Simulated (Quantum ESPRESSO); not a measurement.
# CaHf (Pm-3m): phonons by linear response

How does CaHf (Pm-3m) vibrate, and is this structure a minimum?

Main program and level: Quantum ESPRESSO 7.5; DFT LDA, scalar-relativistic, plane waves, PseudoDojo norm-conserving pseudopotentials.

Report form: the programs' logs are mostly left out.

The structure was built from a prototype and need not be the compound's stable phase.

## (1) Starting point

Symmetry: Pm-3m, No. 221, cubic system. The conventional cell has a = 3.938 Å, b = 3.938 Å, c = 3.938 Å, α = 90.00°, β = 90.00°, γ = 90.00°. Ca has 8 Hf at 3.41 Å nearest. Nearest to Hf lie 8 Ca at 3.41 Å. Farther neighbours are not listed.

Structure file:

```
Ca Hf
1.0
     3.93832    0.00000    0.00000
     0.00000    3.93832    0.00000
     0.00000    0.00000    3.93832
Ca Hf
1 1
Direct
  0.00000 0.00000 0.00000
  0.50000 0.50000 0.50000
```

## (2) A probe with smearing

Before anything dear is run, a loose run with smearing shows whether this is a metal and how far the cell is from rest.

Contents of probe.in:

```
 &control
    calculation='scf',
    prefix='x',
    outdir='./tmp',
    pseudo_dir='./pseudo',
    tprnfor=.true.,
    tstress=.true.,
    verbosity='high',
 /
 &system
    ibrav=1,
    celldm(1)=7.44235519,
    nat=2,
    ntyp=2,
    ecutwfc=60.0,
    occupations='smearing',
    smearing='gaussian',
    degauss=0.01,
 /
 &electrons
    conv_thr=1.0d-07,
    mixing_beta=0.7,
    electron_maxstep=100,
 /
ATOMIC_SPECIES
 Ca     40.0780  Ca.upf
 Hf    178.4900  Hf.upf
ATOMIC_POSITIONS crystal
 Ca     0.000000000   0.000000000   0.000000000
 Hf     0.500000000   0.500000000   0.500000000
K_POINTS automatic
 4 4 4 0 0 0
```

The run is started by

```sh
OMP_NUM_THREADS=1 mpirun -n 4 pw.x -nk 4 -in probe.in > probe.out
```

It took 3.8 s on 4 MPI ranks of Arm Neoverse V1, shared host.

Read from the output:

- volume per atom: 30.54 Å³
- pressure: -7.013 GPa
- gap on the k-mesh: 0 eV

No gap opens on this mesh, so smearing is kept; the start stands at -7.0 GPa.

## (3) Relaxation

Frequencies change by per cents with a per cent of volume, so the structure is first brought to rest at this level of theory.

Contents of relax.in:

```
 &control
    calculation='vc-relax',
    prefix='x',
    outdir='./tmp',
    pseudo_dir='./pseudo',
    tprnfor=.true.,
    tstress=.true.,
    forc_conv_thr=2.0d-05,
    etot_conv_thr=1.0d-07,
    nstep=40,
 /
 &system
    ibrav=1,
    celldm(1)=7.44235519,
    nat=2,
    ntyp=2,
    ecutwfc=60.0,
    occupations='smearing',
    smearing='gaussian',
    degauss=0.02,
 /
 &electrons
    conv_thr=1.0d-11,
    mixing_beta=0.7,
    electron_maxstep=100,
 /
 &ions
 /
 &cell
    press_conv_thr=0.2,
 /
ATOMIC_SPECIES
 Ca     40.0780  Ca.upf
 Hf    178.4900  Hf.upf
ATOMIC_POSITIONS crystal
 Ca     0.000000000   0.000000000   0.000000000
 Hf     0.500000000   0.500000000   0.500000000
K_POINTS automatic
 8 8 8 0 0 0
```

The run is started by

```sh
OMP_NUM_THREADS=1 mpirun -n 4 pw.x -nk 4 -in relax.in > relax.out
```

Run time: 80 s. Hardware: 4 MPI ranks.

The steps of the relaxation:

| step | energy less that of the first step (eV) | largest force (eV/Å) | pressure (GPa) | volume (Å³) |
| --- | --- | --- | --- | --- |
| 1 | 0.0000 | 0.0000 | -6.93 | 61.09 |
| 2 | -0.0860 | 0.0000 | -5.95 | 58.95 |
| 3 | -0.1846 | 0.0000 | -4.14 | 55.84 |
| 4 | -0.2529 | 0.0000 | -0.54 | 51.39 |
| 5 | -0.2538 | 0.0000 | 0.07 | 50.78 |
| 6 | -0.2539 | 0.0000 | 0.00 | 50.85 |
| 7 | -0.2539 | 0.0000 | 0.00 | 50.85 |
| 8 | -0.2504 | 0.0000 | -0.11 | 50.85 |

| conventional cell, symmetrised | before | after | change |
| --- | --- | --- | --- |
| a (Å) | 3.938 | 3.705 | -5.9 % |
| b (Å) | 3.938 | 3.705 | -5.9 % |
| c (Å) | 3.938 | 3.705 | -5.9 % |
| volume (Å³/atom) | 30.54 | 25.42 | -16.8 % |

Final coordinates:

```
CELL_PARAMETERS angstrom
3.70478 0.00000 0.00000
0.00000 3.70478 0.00000
0.00000 0.00000 3.70478
ATOMIC_POSITIONS crystal
Ca 0.00000 0.00000 0.00000
Hf 0.50000 0.50000 0.50000
```

The last row of the table of steps is pw.x's closing run on a basis chosen anew for the final cell, so its energy can jump.

Numbers from this step:

| Property | Result |
| --- | --- |
| volume per atom | 25.42 Å³ |
| pressure | -0.1070 GPa |

The volume changes by -16.8 % from the cell with which this run began.

## (4) Relaxation

A variable-cell run keeps the plane waves of its start, so its end shows a stress on a fresh basis; a second run from that cell removes it.

relax.in, as its differences from that of step 3:

```diff
@@ -13,3 +13,3 @@
     ibrav=1,
-    celldm(1)=7.44235519,
+    celldm(1)=7.00102048,
     nat=2,
```

The job ended after 37 s (4 MPI ranks; 2.4 min of CPU time).

Little changed from the start: no atom moved by 0.005 Å and no cell edge by 0.1 %.

The last row of the table of steps is pw.x's closing run on a basis chosen anew for the final cell, so its energy can jump.

Numbers from this step:

```
volume per atom : 25.37 Å³
pressure        : -0.002 GPa
```

The volume changes by -0.2 % from the cell with which this run began.

## (5) Self-consistent run for the response

The response is built on this ground state, so it is converged far tighter than an energy would need. Smearing stays on, as the first look found no gap above 0.3 eV.

Contents of scf.in:

```
 &control
    calculation='scf',
    prefix='x',
    outdir='./tmp',
    pseudo_dir='./pseudo',
    tprnfor=.true.,
    tstress=.true.,
 /
 &system
    ibrav=1,
    celldm(1)=6.99633127,
    nat=2,
    ntyp=2,
    ecutwfc=60.0,
    occupations='smearing',
    smearing='gaussian',
    degauss=0.02,
 /
 &electrons
    conv_thr=1.0d-12,
    mixing_beta=0.7,
    electron_maxstep=100,
 /
ATOMIC_SPECIES
 Ca     40.0780  Ca.upf
 Hf    178.4900  Hf.upf
ATOMIC_POSITIONS crystal
 Ca     0.000000000   0.000000000   0.000000000
 Hf     0.500000000   0.500000000   0.500000000
K_POINTS automatic
 8 8 8 0 0 0
```

The run is started by

```sh
OMP_NUM_THREADS=1 mpirun -n 4 pw.x -nk 4 -in scf.in > scf.out
```

Wall time 11 s (4 MPI ranks); 44 s of CPU time.

The cell stands at -0.002 GPa, close enough for phonons.

## (6) Phonons on a q mesh

Linear response treats each wavevector in the unit cell, with no supercell; the 2×2×2 mesh fixes the range of the force constants to be had.

Contents of ph.in:

```
phonons
 &inputph
    prefix='x',
    outdir='./tmp',
    fildyn='x.dyn',
    tr2_ph=1.0d-18,
    alpha_mix(1)=0.4,
    nmix_ph=8,
    ldisp=.true.,
    nq1=2,
    nq2=2,
    nq3=2,
 /
```

The run is started by

```sh
OMP_NUM_THREADS=1 mpirun -n 4 ph.x -nk 4 -in ph.in > ph.out
```

Elapsed: 12 min, on 4 MPI ranks.

Read from the output:

```yaml
largest_acoustic_frequency_at_the_zone_centre_before_the_sum_rule: 0.91 cm⁻¹
highest_optical_zone_centre_mode_no_lo_to_term: 183.9 cm⁻¹
lowest_optical_zone_centre_mode: 183.9 cm⁻¹
lowest_mode_on_the_q_mesh_acoustic_ones_at_the_zone_centre_apart: -75.01 cm⁻¹
```

Frequencies (cm⁻¹) at each irreducible wavevector; negative means imaginary. Frequencies by wavevector:

| q (fractions) | star | mode 1 | mode 2 | mode 3 | mode 4 | mode 5 | mode 6 |
| --- | --- | --- | --- | --- | --- | --- | --- |
| 0 0 0 | 1 | 0.91 | 0.91 | 0.91 | 183.9 | 183.9 | 183.9 |
| 0 0 -0.5 | 3 | -42.49 | 76.28 | 76.28 | 148.2 | 148.2 | 185.7 |
| 0 -0.5 -0.5 | 3 | -75.01 | -75.01 | 83.72 | 147 | 192.9 | 192.9 |
| -0.5 -0.5 -0.5 | 1 | 49.79 | 49.79 | 49.79 | 177.3 | 177.3 | 177.3 |

The acoustic modes at Γ come out as far as 0.9 cm⁻¹ from zero, where they should vanish, a small numerical error.

## (7) Force constants in real space

The dynamical matrices of the mesh are Fourier-transformed to force constants in real space.

Contents of q2r.in:

```
 &input
    fildyn='x.dyn',
    zasr='simple',
    flfrc='x.fc',
 /
```

The run is started by

```sh
q2r.x < q2r.in > q2r.out
```

Elapsed: 0.46 s, on 1 thread.

## (8) Interpolated phonon bands

From the force constants any wavevector is cheap; points of the mesh come back as solved, but for the sum rule and, in polar crystals, the LO-TO term at Γ; the rest is interpolation.

Contents of matdyn.in:

```
 &input
    asr='simple',
    flfrc='x.fc',
    flfrq='x.freq',
    flvec='x.modes',
    q_in_band_form=.true.,
    q_in_cryst_coord=.true.,
 /
8
  0.0000000   0.0000000   0.0000000  12  ! GAMMA
  0.0000000   0.5000000   0.0000000  12  ! X
  0.5000000   0.5000000   0.0000000  12  ! M
  0.0000000   0.0000000   0.0000000  12  ! GAMMA
  0.5000000   0.5000000   0.5000000  12  ! R
  0.0000000   0.5000000   0.0000000   1  ! X
  0.5000000   0.5000000   0.5000000  12  ! R
  0.5000000   0.5000000   0.0000000   1  ! M
```

The run is started by

```sh
matdyn.x -in matdyn.in > matdyn.out
```

Run time: 0.47 s. Hardware: 1 thread.

Read from the output:

```
lowest frequency on the path : -75.02 cm⁻¹
```

Matdyn.x, sum rule simple. Phonon branches along the path, in cm⁻¹:

| point | branch 1 | branch 2 | branch 3 | branch 4 | branch 5 | branch 6 |
| --- | --- | --- | --- | --- | --- | --- |
| Γ | 0 | 0 | 0 | 184 | 184 | 184 |
| halfway | -23 | 47 | 47 | 169 | 169 | 184 |
| X | -42 | 76 | 76 | 148 | 148 | 186 |
| halfway | -65 | -15 | 80 | 148 | 174 | 190 |
| M | -75 | -75 | 84 | 147 | 193 | 193 |
| halfway | -57 | 49 | 63 | 160 | 170 | 186 |
| Γ | 0 | 0 | 0 | 184 | 184 | 184 |
| halfway | -13 | -13 | 45 | 170 | 176 | 176 |
| R | 50 | 50 | 50 | 177 | 177 | 177 |
| halfway | -57 | 26 | 61 | 164 | 173 | 189 |
| X | -42 | 76 | 76 | 148 | 148 | 186 |
| jump to R | 50 | 50 | 50 | 177 | 177 | 177 |
| halfway | -43 | -43 | 69 | 163 | 186 | 186 |
| M | -75 | -75 | 84 | 147 | 193 | 193 |

Lowest modes at the softest wavevector of the mesh; phase exp(i q.(R + tau)). The modes at q = (0.500, 0.500, 0.000) (shares of kinetic energy by element, %) (negative means imaginary):

| mode | frequency (cm⁻¹) | Ca % | Hf % |
| --- | --- | --- | --- |
| 1 | -75.0 | 12 | 88 |
| 2 | -75.0 | 12 | 88 |
| 3 | 83.7 | 0 | 100 |
| 4 | 147.0 | 100 | 0 |
| 5 | 192.9 | 88 | 12 |
| 6 | 192.9 | 88 | 12 |

Displacements in mode 1 (-75.0 cm⁻¹), the largest set to 1, in the home cell:
```
Ca1 -0.77  0.00  0.00
Hf2  0.00 -1.00  0.00
```

Displacements in mode 3 (83.7 cm⁻¹), the largest set to 1, in the home cell:
```
Ca1  0.00  0.00  0.00
Hf2  0.00  0.00 -1.00
```

Force constants by pair (phonopy on the run's constants); pairs near half the supercell's span include their periodic images. Pair force constants, by row:

| atom | neighbour | distance (Å) | third of the trace (eV/Å²) | along the pair's line (eV/Å²) |
| --- | --- | --- | --- | --- |
| Ca1 | itself | 0 | 4.116 | – |
| Ca1 | Hf | 3.206 | -0.5088 | -1.583 |
| Ca1 | Ca | 3.702 | -0.1163 | -0.6835 |
| Ca1 | Ca | 5.236 | 0.0783 | 0.0544 |
| Ca1 | Ca | 6.413 | 0.0681 | 0.0681 |
| Hf2 | itself | 0 | 1.998 | – |
| Hf2 | Ca | 3.206 | -0.5088 | -1.583 |
| Hf2 | Hf | 3.702 | 0.4144 | 2.079 |
| Hf2 | Hf | 5.236 | 0.2834 | 0.2852 |
| Hf2 | Hf | 6.413 | -0.0216 | -0.0216 |

Mode patterns, pair constants, displacements and means over the zone were worked out by phonopy from the force constants of q2r.x.

The path dips to 75i cm⁻¹.

## (9) Density of states

Sums over the zone need many more wavevectors than were solved, so the interpolation is sampled on a dense mesh.

Contents of matdyn.in:

```
 &input
    asr='simple',
    flfrc='x.fc',
    dos=.true.,
    fldos='x.dos',
    nk1=12,
    nk2=12,
    nk3=12,
    deltaE=0.3,
 /
```

The run is started by

```sh
matdyn.x -in matdyn.in > matdyn.out
```

Elapsed: 4.2 s, on 1 thread.

Read from the output:

| Item | Value |
| --- | --- |
| share of modes beyond 3i cm⁻¹ on the dense interpolated mesh | 0.2141 |

The phonon density of states has structure finer than the step of the table below, so its rows give means over 10 cm⁻¹, whole bins alone (the curve runs from -75.0 to 192 cm⁻¹). Peaks (cm⁻¹: height): total -58.5: 0.0397, 61.5: 0.0496, 172.5: 0.0770, 184.5: 0.144; Ca 172.5: 0.0715, 184.5: 0.129; Hf -58.5: 0.0358, 61.5: 0.0477, 184.5: 0.0158.

Tetrahedra. Table of phonon density of states by wavenumber; means over each step; values in 1/cm⁻¹/cell:

| wavenumber (cm⁻¹) | total | Ca | Hf |
| --- | --- | --- | --- |
| -70 | 0.0141 | 0.00158 | 0.0125 |
| -60 | 0.0344 | 0.00349 | 0.0309 |
| -50 | 0.0318 | 0.00305 | 0.0287 |
| -40 | 0.0206 | 0.00207 | 0.0186 |
| -30 | 0.0121 | 0.00124 | 0.0108 |
| -20 | 0.00796 | 7.3e-4 | 0.00723 |
| -10 | 0.00642 | 5.1e-4 | 0.00591 |
| 0 | 0.00631 | 4.7e-4 | 0.00585 |
| 10 | 0.00708 | 5.5e-4 | 0.00653 |
| 20 | 0.00962 | 7.8e-4 | 0.00884 |
| 30 | 0.0137 | 0.00117 | 0.0125 |
| 40 | 0.0173 | 0.00135 | 0.0160 |
| 50 | 0.0257 | 0.00144 | 0.0243 |
| 60 | 0.0398 | 0.00167 | 0.0381 |
| 70 | 0.0353 | 0.00101 | 0.0343 |
| 80 | 0.0178 | 1.6e-4 | 0.0177 |
| 90 | 7.2e-6 | 0 | 7.2e-6 |
| 100 | 0 | 0 | 0 |
| 110 | 0 | 0 | 0 |
| 120 | 0 | 0 | 0 |
| 130 | 0 | 0 | 0 |
| 140 | 0 | 0 | 0 |
| 150 | 0.0336 | 0.0330 | 6.4e-4 |
| 160 | 0.0536 | 0.0510 | 0.00256 |
| 170 | 0.0632 | 0.0590 | 0.00412 |
| 180 | 0.0744 | 0.0674 | 0.00696 |

## (10) Modes with the sum rule

A rigid shift of the crystal must cost nothing, but grids and finite bases break this; the acoustic sum rule is imposed before the matrix is diagonalised again.

Contents of dynmat.in:

```
 &input
    fildyn='x.dyn1',
    asr='simple',
    fileig='dynmat.eig',
 /
```

The run is started by

```sh
dynmat.x -in dynmat.in > dynmat.out
```

Run time: 0.45 s. Hardware: 1 thread.

Unit eigenvectors of the mass-weighted matrix after the sum rule; no LO-TO term. The modes at Γ (shares of kinetic energy by element, %):

| mode | frequency (cm⁻¹) | symmetry | Ca % | Hf % |
| --- | --- | --- | --- | --- |
| 1 | 0.0 | acoustic | 18 | 82 |
| 2 | 0.0 | acoustic | 18 | 82 |
| 3 | 0.0 | acoustic | 18 | 82 |
| 4 | 183.9 | T1u | 82 | 18 |
| 5 | 183.9 | T1u | 82 | 18 |
| 6 | 183.9 | T1u | 82 | 18 |

Displacements in mode 5 (183.9 cm⁻¹), the largest set to 1:
```
Ca1  0.00  0.00  1.00
Hf2  0.00  0.00 -0.22
```

The rule moves no optical mode by more than 0.1 cm⁻¹.

## (11) Sum rules set otherwise (asr no)

Without the rule the raw error of the acoustic modes shows.

Contents of dynmat.in:

```
 &input
    fildyn='x.dyn1',
    asr='no',
    fileig='dynmat.eig',
 /
```

The run is started by

```sh
dynmat.x -in dynmat.in > dynmat.out
```

It took 0.45 s on 1 thread.

Zone-centre frequencies as printed; negative means imaginary. Modes:

| mode | frequency (cm⁻¹) |
| --- | --- |
| 1 | 0.91 |
| 2 | 0.91 |
| 3 | 0.91 |
| 4 | 183.9 |
| 5 | 183.9 |
| 6 | 183.9 |

Against the first rule no mode moves by more than 1.0 cm⁻¹.

## (12) Sum rules set otherwise: a sum rule for molecules or wires on a crystal

This rule also removes rotations, which suits molecules and not a crystal; it is tried to see the harm.

Contents of dynmat.in:

```
 &input
    fildyn='x.dyn1',
    asr='zero-dim',
    fileig='dynmat.eig',
 /
```

The run is started by

```sh
dynmat.x -in dynmat.in > dynmat.out
```

Wall time 0.45 s (1 thread).

The program raised no error, yet the settings are not those of a careful run.

The fault: a sum rule for molecules or wires on a crystal; 2 optical modes are projected out to zero frequency, as if they were rotations.

For a crystal the rule has to be 'simple' or 'crystal'.

Zone-centre frequencies as printed; negative means imaginary. Modes:

| mode | frequency (cm⁻¹) |
| --- | --- |
| 1 | 0 |
| 2 | 0 |
| 3 | 0 |
| 4 | 0 |
| 5 | 0 |
| 6 | 183.9 |

## (13) The dispersion under another sum rule (asr no)

The sum rule corrects the force constants themselves, so it can shift branches at any wavevector, low ones most.

Contents of matdyn.in:

```
 &input
    asr='no',
    flfrc='x.fc',
    flfrq='x.freq',
    flvec='x.modes',
    q_in_band_form=.true.,
    q_in_cryst_coord=.true.,
 /
8
  0.0000000   0.0000000   0.0000000   8  ! GAMMA
  0.0000000   0.5000000   0.0000000   8  ! X
  0.5000000   0.5000000   0.0000000   8  ! M
  0.0000000   0.0000000   0.0000000   8  ! GAMMA
  0.5000000   0.5000000   0.5000000   8  ! R
  0.0000000   0.5000000   0.0000000   1  ! X
  0.5000000   0.5000000   0.5000000   8  ! R
  0.5000000   0.5000000   0.0000000   1  ! M
```

The run is started by

```sh
matdyn.x -in matdyn.in > matdyn.out
```

It took 0.46 s on 1 thread.

This step gave:

| Property | Result |
| --- | --- |
| lowest frequency on the path | -75.01 cm⁻¹ |

At the labelled points the branches move by no more than 1.0 cm⁻¹.

## (14) What came out

| Property | Result |
| --- | --- |
| space group after relaxation | Pm-3m |
| volume per atom | 25.4 Å³ |
| highest optical zone-centre mode (no LO-TO term) | 183.9 cm⁻¹ |
| q mesh | 2×2×2 |
| lowest mode on the q mesh (acoustic ones at the zone centre apart) | -75.0 cm⁻¹ |
| imaginary modes on the q mesh | yes |

CaHf (Pm-3m) is unstable: a mode solved on the 2×2×2 mesh is imaginary, 75i cm⁻¹; its spectrum reaches 193 cm⁻¹. At the LDA level the optical modes of CaHf (Pm-3m) at the zone centre lie at 184 cm⁻¹. The most unstable solved mode lies at q = (0, -0.5, -0.5), on the zone boundary, so the distortion that it points to doubles the cell. These are harmonic frequencies at zero temperature: anharmonic shifts and linewidths and thermal expansion are left out. Spin-orbit coupling is left out, which can matter for the heavy elements here. In a metal the frequencies hang on the k mesh and the smearing, most of all near Kohn anomalies. The relaxation ran at 60 Ry, under the 72 Ry recommended for these files; the stress of so short a basis can leave the cell about one per cent too small. The q mesh stands for a supercell only 7.4 Å across, so branches between the solved wavevectors are rough. The structure is a hypothetical one, built on a prototype.

[Host names and launcher messages were left out of these logs when they were recorded.]

[Logs are printed without paths, hosts, clocks, repeated set-up lines and the standing remarks that a program may print on its own settings, such as how far it seeks lower states.]

[Hosts, paths, dates, database ids (printed as entryN), source tags and the programs' standing remarks are cut or masked in the printed files.]
